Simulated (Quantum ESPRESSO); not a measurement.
# Collinear magnetic orders of CrB2 with Quantum ESPRESSO, part 2 of 2

Aim: find out which collinear order of CrB2 costs least.

Quantum ESPRESSO 7.5; LDA; plane waves with GBRV 1.5 LDA potentials, no spin-orbit coupling.

So far, absolute magnetization (μB): step 2 (run 1, typed as ferro +) 0.814.

## 3. Run 2 (antiferro q=(0,1/2,0) +−)

This order needs a doubled cell of 6 atoms. The wavevector q is in fractions of the reciprocal vectors of the crystal's primitive cell, as the cells of these inputs are built from it; moments change sign between cells as cos(2π q·R).

pw.in

```
&CONTROL
  calculation = 'scf'
  prefix = 'pwscf'
  outdir = './tmp'
  pseudo_dir = './pseudo'
  disk_io = 'nowf'
/
&SYSTEM
  ibrav = 0
  nat = 6
  ntyp = 3
  ecutwfc = 40
  ecutrho = 280
  nbnd = 29
  occupations = 'smearing'
  smearing = 'fd'
  degauss = 0.00734986
  nspin = 2
  starting_magnetization(1) = 0.1786
  starting_magnetization(2) = -0.1786
  starting_magnetization(3) = 0
/
&ELECTRONS
  conv_thr = 1.2d-08
  electron_maxstep = 150
  mixing_beta = 0.3
/
ATOMIC_SPECIES
Cr1    51.9961 cr_lda_v1.5.uspp.F.UPF
Cr2    51.9961 cr_lda_v1.5.uspp.F.UPF
B      10.8100 b_lda_v1.4.uspp.F.UPF
CELL_PARAMETERS angstrom
   2.9700000000    0.0000000000    0.0000000000
  -2.9700000000    5.1441908984    0.0000000000
   0.0000000000    0.0000000000    3.0700000000
ATOMIC_POSITIONS crystal
Cr1     0.0000000000    0.0000000000    0.0000000000
Cr2     0.0000000000    0.5000000000    0.0000000000
B       0.3333333333    0.3333333334    0.5000000000
B       0.3333333333    0.8333333333    0.5000000000
B       0.6666666667    0.1666666666    0.5000000000
B       0.6666666667    0.6666666666    0.5000000000
K_POINTS automatic
10 5 10 0 0 0
```

The run is started by

```
OMP_NUM_THREADS=1 mpirun -n 4 pw.x -nk 4 -in pw.in > pw.out
```

What it wrote:

```text
[banner, memory and clock lines left out]
Program PWSCF v.7.5 starts

     Message from routine setup:
     using ibrav=0 with symmetry is DISCOURAGED, use correct ibrav instead

     bravais-lattice index     =            0
     lattice parameter (alat)  =       5.6125  a.u.
     unit-cell volume          =     316.5254 (a.u.)^3
     number of atoms/cell      =            6
     number of atomic types    =            3
     number of electrons       =        40.00
     number of Kohn-Sham states=           29
     kinetic-energy cutoff     =      40.0000  Ry
     charge density cutoff     =     280.0000  Ry
     scf convergence threshold =      1.2E-08
     mixing beta               =       0.3000
     number of iterations used =            8  plain     mixing
     Exchange-correlation=  SLA  PZ   NOGX NOGC
                           (   1   1   0   0   0   0   0)

     celldm(1)=   5.612487  celldm(2)=   0.000000  celldm(3)=   0.000000
     celldm(4)=   0.000000  celldm(5)=   0.000000  celldm(6)=   0.000000

     crystal axes: (cart. coord. in units of alat)
               a(1) = (   1.000000   0.000000   0.000000 )
               a(2) = (  -1.000000   1.732051   0.000000 )
               a(3) = (   0.000000   0.000000   1.033670 )

     reciprocal axes: (cart. coord. in units 2 pi/alat)
               b(1) = (  1.000000  0.577350 -0.000000 )
               b(2) = (  0.000000  0.577350  0.000000 )
               b(3) = (  0.000000 -0.000000  0.967427 )

     PseudoPot. # 1 for Cr read from file:
     cr_lda_v1.5.uspp.F.UPF
     Pseudo is Ultrasoft + core correction, Zval = 14.0

     PseudoPot. # 2 for Cr read from file:
     cr_lda_v1.5.uspp.F.UPF
     Pseudo is Ultrasoft + core correction, Zval = 14.0

     PseudoPot. # 3 for B  read from file:
     b_lda_v1.4.uspp.F.UPF
     Pseudo is Ultrasoft + core correction, Zval =  3.0

     atomic species   valence    mass     pseudopotential
     Cr1              14.00    51.99610     Cr( 1.00)
     Cr2              14.00    51.99610     Cr( 1.00)
     B                 3.00    10.81000     B ( 1.00)

     Starting magnetic structure
     atomic species   magnetization
     Cr1             0.179
     Cr2            -0.179
     B               0.000

      8 Sym. Ops., with inversion, found

   Cartesian axes

     site n.     atom                  positions (alat units)
         1        Cr1    tau(   1) = (   0.0000000   0.0000000   0.0000000  )
         2        Cr2    tau(   2) = (  -0.5000000   0.8660254   0.0000000  )
         3        B      tau(   3) = (  -0.0000000   0.5773503   0.5168350  )
         4        B      tau(   4) = (  -0.5000000   1.4433757   0.5168350  )
         5        B      tau(   5) = (   0.5000000   0.2886751   0.5168350  )
         6        B      tau(   6) = (   0.0000000   1.1547005   0.5168350  )

     number of k points=   108  Fermi-Dirac smearing, width (Ry)=  0.0073

     Number of k-points >= 100: set verbosity='high' to print them.

     Dense  grid:    25033 G-vectors     FFT dimensions: (  30,  60,  32)

     Smooth grid:    10819 G-vectors     FFT dimensions: (  24,  45,  24)

     Check: negative core charge=   -0.000006
     Generating pointlists ...
     new r_m :   0.3196 (alat units)  1.7940 (a.u.) for type    1
     new r_m :   0.3196 (alat units)  1.7940 (a.u.) for type    2
     new r_m :   0.2382 (alat units)  1.3367 (a.u.) for type    3

     Initial potential from superposition of free atoms

     starting charge      37.9990, renormalised to      40.0000

     negative rho (up, down):  1.329E-03 1.329E-03
     Starting wfcs are   36 randomized atomic wfcs

     Self-consistent Calculation

     iteration #  1     ecut=    40.00 Ry     beta= 0.30
     Davidson diagonalization with overlap
     ethr =  1.00E-02,  avg # of iterations =  3.2

     negative rho (up, down):  1.823E-03 1.822E-03

     total energy              =    -374.44104502 Ry
     estimated scf accuracy    <       7.82059529 Ry

     total magnetization       =    -0.00 Bohr mag/cell
     absolute magnetization    =     1.52 Bohr mag/cell

     iteration #  2     ecut=    40.00 Ry     beta= 0.30
     Davidson diagonalization with overlap
     ethr =  1.00E-02,  avg # of iterations =  3.2

     negative rho (up, down):  1.422E-03 1.422E-03

     total energy              =    -375.98757209 Ry
     estimated scf accuracy    <       4.10295015 Ry

     total magnetization       =    -0.00 Bohr mag/cell
     absolute magnetization    =     3.35 Bohr mag/cell

     [... further iterations left out ...]

     iteration # 15     ecut=    40.00 Ry     beta= 0.30
     Davidson diagonalization with overlap
     ethr =  1.58E-10,  avg # of iterations =  2.6

     negative rho (up, down):  1.175E-03 1.175E-03

     total energy              =    -376.66495769 Ry
     estimated scf accuracy    <       0.00000001 Ry

     total magnetization       =    -0.00 Bohr mag/cell
     absolute magnetization    =     2.18 Bohr mag/cell

     iteration # 16     ecut=    40.00 Ry     beta= 0.30
     Davidson diagonalization with overlap
     ethr =  3.31E-11,  avg # of iterations =  2.4

     negative rho (up, down):  1.175E-03 1.175E-03

     Magnetic moment per site  (integrated on atomic sphere of radius R)
     atom   1 (R=0.320)  charge= 11.8272  magn=  0.9505
     atom   2 (R=0.320)  charge= 11.8271  magn= -0.9507
     atom   3 (R=0.238)  charge=  1.3344  magn=  0.0052
     atom   4 (R=0.238)  charge=  1.3344  magn= -0.0052
     atom   5 (R=0.238)  charge=  1.3344  magn= -0.0052
     atom   6 (R=0.238)  charge=  1.3344  magn=  0.0052

     End of self-consistent calculation

     Number of k-points >= 100: set verbosity='high' to print the bands.

     the Fermi energy is    16.2738 ev

!    total energy              =    -376.66495769 Ry
     estimated scf accuracy    <          2.2E-09 Ry
     smearing contrib. (-TS)   =      -0.00935777 Ry
     internal energy E=F+TS    =    -376.65559992 Ry

     The total energy is F=E-TS. E is the sum of the following terms:
     one-electron contribution =    -139.18451042 Ry
     hartree contribution      =      91.80547704 Ry
     xc contribution           =     -56.54459857 Ry
     ewald contribution        =    -272.73196797 Ry

     total magnetization       =    -0.00 Bohr mag/cell
     absolute magnetization    =     2.18 Bohr mag/cell

     convergence has been achieved in  16 iterations
```

Run time: 57 s. Hardware: 4 MPI ranks of Arm Neoverse V1, shared host; peak memory 0.45 GiB; 3.8 min of CPU time.

Spin moment in the atom's sphere by atom:

| atom | spin moment in the atom's sphere (μB) |
| --- | --- |
| Cr1 | 0.951 |
| Cr2 | -0.951 |
| B3 | 0.005 |
| B4 | -0.005 |
| B5 | -0.005 |
| B6 | 0.005 |

This step gave:

| Quantity | Value |
| --- | --- |
| smearing term TS | 0.1273 eV |
| magnetization | 0 μB |
| absolute magnetization | 2.18 μB |
| final state | antiferromagnetic |

Spin density in the ab plane at fractional z = 0.500, with atoms of B within 0.2 Å of it.

Values in units of 1e-2 e/Å³, 24 rows by 15 columns, each cell a mean:
```
 0.5  0.3  0.0 -0.2 -0.5 -0.7 -0.8 -0.8 -0.8 -0.7 -0.4 -0.2  0.1  0.3  0.5
 0.0 -0.2 -0.4 -0.6 -0.8 -0.7 -0.5 -0.7 -0.8 -0.7 -0.5 -0.3 -0.1  0.0  0.1
-0.5 -0.6 -0.8 -0.9 -0.8 -0.2  0.0 -0.7 -0.9 -0.9 -0.7 -0.6 -0.5 -0.4 -0.5
-0.9 -0.9 -0.9 -0.9 -0.7 -0.2 -0.5 -0.9 -1.0 -0.9 -0.9 -0.9 -0.9 -0.9 -0.9
-0.7 -0.5 -0.3  0.0  0.2  0.1 -0.1 -0.4 -0.6 -0.8 -1.1 -1.3 -1.4 -1.3 -1.0
-0.1  0.3  0.7  1.1  1.3  1.0  0.5  0.1 -0.2 -0.6 -1.0 -1.3 -1.2 -0.9 -0.4
 0.7  0.9  1.2  1.4  1.4  1.1  0.8  0.5  0.3  0.0 -0.3 -0.4 -0.2  0.1  0.4
 0.9  1.0  1.1  1.1  1.1  1.0  0.9  0.9  0.8  0.6  0.2  0.5  0.8  0.9  0.9
 0.6  0.6  0.5  0.6  0.6  0.8  0.9  1.0  0.8  0.0  0.0  0.8  1.0  0.9  0.7
 0.1  0.0  0.0  0.2  0.4  0.6  0.8  0.8  0.7  0.4  0.7  0.8  0.7  0.5  0.3
-0.4 -0.4 -0.3 -0.1  0.2  0.5  0.7  0.8  0.8  0.8  0.7  0.5  0.3  0.0 -0.2
-0.7 -0.6 -0.3  0.0  0.2  0.5  0.7  0.8  0.8  0.7  0.5  0.3  0.0 -0.3 -0.6
-0.5 -0.3  0.0  0.2  0.5  0.7  0.8  0.8  0.8  0.7  0.4  0.2 -0.1 -0.3 -0.5
 0.0  0.2  0.4  0.6  0.8  0.7  0.5  0.7  0.8  0.7  0.5  0.3  0.1  0.0 -0.1
 0.5  0.6  0.8  0.9  0.8  0.2  0.0  0.7  0.9  0.9  0.7  0.6  0.5  0.4  0.5
 0.9  0.9  0.9  0.9  0.7  0.2  0.5  0.9  1.0  0.9  0.9  0.9  0.9  0.9  0.9
 0.7  0.5  0.3  0.0 -0.2 -0.1  0.1  0.4  0.6  0.8  1.1  1.3  1.4  1.3  1.0
 0.1 -0.3 -0.7 -1.1 -1.3 -1.0 -0.5 -0.1  0.2  0.6  1.0  1.3  1.2  0.9  0.4
-0.7 -0.9 -1.2 -1.4 -1.4 -1.1 -0.8 -0.5 -0.3  0.0  0.3  0.4  0.2 -0.1 -0.4
-0.9 -1.0 -1.1 -1.1 -1.1 -1.0 -0.9 -0.9 -0.8 -0.6 -0.2 -0.5 -0.8 -0.9 -0.9
-0.6 -0.6 -0.5 -0.6 -0.6 -0.8 -0.9 -1.0 -0.8  0.0  0.0 -0.8 -1.0 -0.9 -0.7
-0.1  0.0  0.0 -0.2 -0.4 -0.6 -0.8 -0.8 -0.7 -0.4 -0.7 -0.8 -0.7 -0.5 -0.3
 0.4  0.4  0.3  0.1 -0.2 -0.5 -0.7 -0.8 -0.8 -0.8 -0.7 -0.5 -0.3  0.0  0.2
 0.7  0.6  0.3  0.0 -0.2 -0.5 -0.7 -0.8 -0.8 -0.7 -0.5 -0.3  0.0  0.3  0.6
```
Columns run along a (3.0 Å), rows up along b (5.9 Å). Atoms in or near the plane, at fractional coordinates: B at (0.33, 0.33), B at (0.33, 0.83), B at (0.67, 0.17), B at (0.67, 0.67).

Valence density in the ab plane at fractional z = 0.500, with atoms of B within 0.2 Å of it. It is the smooth field of the valence electrons, not physical close to the nuclei.

Ten even steps from '0' (0.20 e/Å³) to '9' (0.85 e/Å³):
```
001247999742100
012468998642100
124678887642111
346776677643222
578866688754444
799866899776667
999878999987789
998778999987899
776667799866899
544445788666887
322234677667764
111124678887642
000124689986421
000124799974210
000135799753100
001247999742100
012468998642100
124678887642111
346776677643222
578866688754444
799866899776667
999878999987789
998778999987899
776667799866899
544445788666887
322234677667764
111124678887642
000124689986421
000124799974210
000135799753100
```
Columns run along a (3.0 Å), rows up along b (5.9 Å). Atoms in or near the plane, at fractional coordinates: B at (0.33, 0.33), B at (0.33, 0.83), B at (0.67, 0.17), B at (0.67, 0.67).

## 4. Start 3: antiferro q=(0,0,1/2) +−

This order needs a doubled cell of 6 atoms.

pw.in

```
&CONTROL
  calculation = 'scf'
  prefix = 'pwscf'
  outdir = './tmp'
  pseudo_dir = './pseudo'
  disk_io = 'nowf'
/
&SYSTEM
  ibrav = 0
  nat = 6
  ntyp = 3
  ecutwfc = 40
  ecutrho = 280
  nbnd = 29
  occupations = 'smearing'
  smearing = 'fd'
  degauss = 0.00734986
  nspin = 2
  starting_magnetization(1) = 0.1786
  starting_magnetization(2) = -0.1786
  starting_magnetization(3) = 0
/
&ELECTRONS
  conv_thr = 1.2d-08
  electron_maxstep = 150
  mixing_beta = 0.3
/
ATOMIC_SPECIES
Cr1    51.9961 cr_lda_v1.5.uspp.F.UPF
Cr2    51.9961 cr_lda_v1.5.uspp.F.UPF
B      10.8100 b_lda_v1.4.uspp.F.UPF
CELL_PARAMETERS angstrom
   2.9700000000    0.0000000000    0.0000000000
  -1.4850000000    2.5720954492    0.0000000000
   0.0000000000    0.0000000000    6.1400000000
ATOMIC_POSITIONS crystal
Cr1     0.0000000000    0.0000000000    0.0000000000
Cr2     0.0000000000    0.0000000000    0.5000000000
B       0.3333333333    0.6666666667    0.2500000000
B       0.3333333333    0.6666666667    0.7500000000
B       0.6666666667    0.3333333333    0.2500000000
B       0.6666666667    0.3333333333    0.7500000000
K_POINTS automatic
10 10 5 0 0 0
```

What it wrote:

```text
     [... lines left out ...]
Program PWSCF v.7.5 starts
     [... lines left out ...]
     number of atoms/cell      =            6
     [... lines left out ...]
     number of electrons       =        40.00
     number of Kohn-Sham states=           29
     kinetic-energy cutoff     =      40.0000  Ry
     charge density cutoff     =     280.0000  Ry
     scf convergence threshold =      1.2E-08
     [... lines left out ...]
     24 Sym. Ops., with inversion, found
     [... lines left out ...]
     number of k points=    42  Fermi-Dirac smearing, width (Ry)=  0.0073
     [... lines left out ...]
     iteration # 17     ecut=    40.00 Ry     beta= 0.30
     [... lines left out ...]
     Magnetic moment per site  (integrated on atomic sphere of radius R)
     atom   1 (R=0.320)  charge= 11.8238  magn=  0.7247
     atom   2 (R=0.320)  charge= 11.8237  magn= -0.7243
     atom   3 (R=0.238)  charge=  1.3345  magn= -0.0000
     atom   4 (R=0.238)  charge=  1.3345  magn= -0.0000
     atom   5 (R=0.238)  charge=  1.3345  magn= -0.0000
     atom   6 (R=0.238)  charge=  1.3345  magn= -0.0000
     [... lines left out ...]
     the Fermi energy is    16.2816 ev
!    total energy              =    -376.66093175 Ry
     estimated scf accuracy    <          4.9E-09 Ry
     smearing contrib. (-TS)   =      -0.01300404 Ry
     [... lines left out ...]
     total magnetization       =     0.00 Bohr mag/cell
     absolute magnetization    =     1.69 Bohr mag/cell
     convergence has been achieved in  17 iterations
```

It took 27 s on 4 MPI ranks; peak memory 0.37 GiB; 1.8 min of CPU time.

Spin moment in the atom's sphere by atom:

| atom | spin moment in the atom's sphere (μB) |
| --- | --- |
| Cr1 | 0.725 |
| Cr2 | -0.724 |
| B3 | 0.000 |
| B4 | 0.000 |
| B5 | 0.000 |
| B6 | 0.000 |

Read from the output:

| Quantity | Value |
| --- | --- |
| smearing term TS | 0.1769 eV |
| magnetization | 0 μB |
| absolute magnetization | 1.691 μB |
| final state | antiferromagnetic |

## 5. Run 4, typed as no spin polarisation

pw.in

```
&CONTROL
  calculation = 'scf'
  prefix = 'pwscf'
  outdir = './tmp'
  pseudo_dir = './pseudo'
  disk_io = 'nowf'
/
&SYSTEM
  ibrav = 0
  nat = 3
  ntyp = 2
  ecutwfc = 40
  ecutrho = 280
  nbnd = 17
  occupations = 'smearing'
  smearing = 'fd'
  degauss = 0.00734986
/
&ELECTRONS
  conv_thr = 6d-09
  electron_maxstep = 150
  mixing_beta = 0.3
/
ATOMIC_SPECIES
Cr     51.9961 cr_lda_v1.5.uspp.F.UPF
B      10.8100 b_lda_v1.4.uspp.F.UPF
CELL_PARAMETERS angstrom
   2.9700000000    0.0000000000    0.0000000000
  -1.4850000000    2.5720954492    0.0000000000
   0.0000000000    0.0000000000    3.0700000000
ATOMIC_POSITIONS crystal
Cr      0.0000000000    0.0000000000    0.0000000000
B       0.3333333333    0.6666666667    0.5000000000
B       0.6666666667    0.3333333333    0.5000000000
K_POINTS automatic
10 10 10 0 0 0
```

What it wrote:

```text
     [... lines left out ...]
Program PWSCF v.7.5 starts
     [... lines left out ...]
     number of atoms/cell      =            3
     [... lines left out ...]
     number of electrons       =        20.00
     number of Kohn-Sham states=           17
     kinetic-energy cutoff     =      40.0000  Ry
     charge density cutoff     =     280.0000  Ry
     scf convergence threshold =      6.0E-09
     [... lines left out ...]
     24 Sym. Ops., with inversion, found
     [... lines left out ...]
     number of k points=    84  Fermi-Dirac smearing, width (Ry)=  0.0073
     [... lines left out ...]
     iteration # 10     ecut=    40.00 Ry     beta= 0.30
     [... lines left out ...]
     the Fermi energy is    16.3348 ev
!    total energy              =    -188.33008092 Ry
     estimated scf accuracy    <          2.8E-09 Ry
     smearing contrib. (-TS)   =      -0.00654698 Ry
     [... lines left out ...]
     convergence has been achieved in  10 iterations
```

The job ended after 4.6 s (4 MPI ranks; peak memory 0.24 GiB).

Read from the output:

- smearing term TS: 0.08908 eV
- final state: non-magnetic (no spin polarisation)

## 6. Energies of the orders

An order is kept where moments of 0.15 μB or more survive with the typed signs; meshes match where a doubled cell samples the same k points as the first cell.

Orders:

| start | final state | typed order kept | energy over the lowest (meV a seeded atom) | largest site moment (μB) | net moment (μB a cell of the first run) | mesh matched | CPU time (s) |
| --- | --- | --- | --- | --- | --- | --- | --- |
| ferro + | ferromagnetic | yes | 17.7 | 0.7304 | 0.7854 | yes | 50.03 |
| antiferro q=(0,1/2,0) +- | antiferromagnetic | yes | 0 | 0.9507 | 0 | yes | 229 |
| antiferro q=(0,0,1/2) +- | antiferromagnetic | yes | 27.39 | 0.7247 | 0 | yes | 106.3 |
| no spin polarisation | non-magnetic | - | 32.63 | 0 | 0 | yes | 18.06 |

## 7. A Heisenberg model

E = −Σ J e·e over ordered pairs of unit vectors, so each pair counts twice. As many shells are taken as there are differences of energy, so the couplings are solved for and no residual tests the model; further shells are folded in, and shells whose pairs keep their relative signs in all orders cancel and are not probed. Couplings from the energies:

| pair | distance (Å) | neighbours an atom | J (meV) |
| --- | --- | --- | --- |
| Cr-Cr | 2.97 | 6 | -2.212 |
| Cr-Cr | 3.07 | 2 | 2.423 |

## 8. Outcome

- lowest state found: antiferromagnetic (from antiferro q=(0,1/2,0) +-)
- largest site moment: 0.951 μB
- next state with moments: ferromagnetic, 17.7 meV a seeded atom higher
- state without moments: 32.6 meV a seeded atom higher
- J of the weightiest shell (Cr-Cr, 2.97 Å; E = −Σ J e·e, ordered pairs): -2.21 meV

**Reading.** The smearing terms TS of the orders run from 64 to 88 meV a seeded atom, so the differences would change at a smaller width: an order with a larger TS is lowered more by the smearing. The largest moment changes by 24 % between the kept orders, so a model of rigid spins is rough here. This is the lowest of 4 collinear or spinless starts, no proof of the ground state. Energies are free energies at an electronic temperature of 1160 K, which lowers moments and differences where the moments are itinerant.

[Logs and program files are shortened in this print: banners, set-up blocks, solver, clock and traceback lines can be left out without a mark of their own.]

[Logs are printed without paths, hosts, clocks, repeated set-up lines and the standing remarks that a program may print on its own settings, such as how far it seeks lower states.]

[Hosts, paths, dates, database ids (printed as entryN), source tags and the programs' standing remarks are cut or masked in the printed files.]

[Where a cell is said to come from a database of computed structures, the database is the Materials Project.]
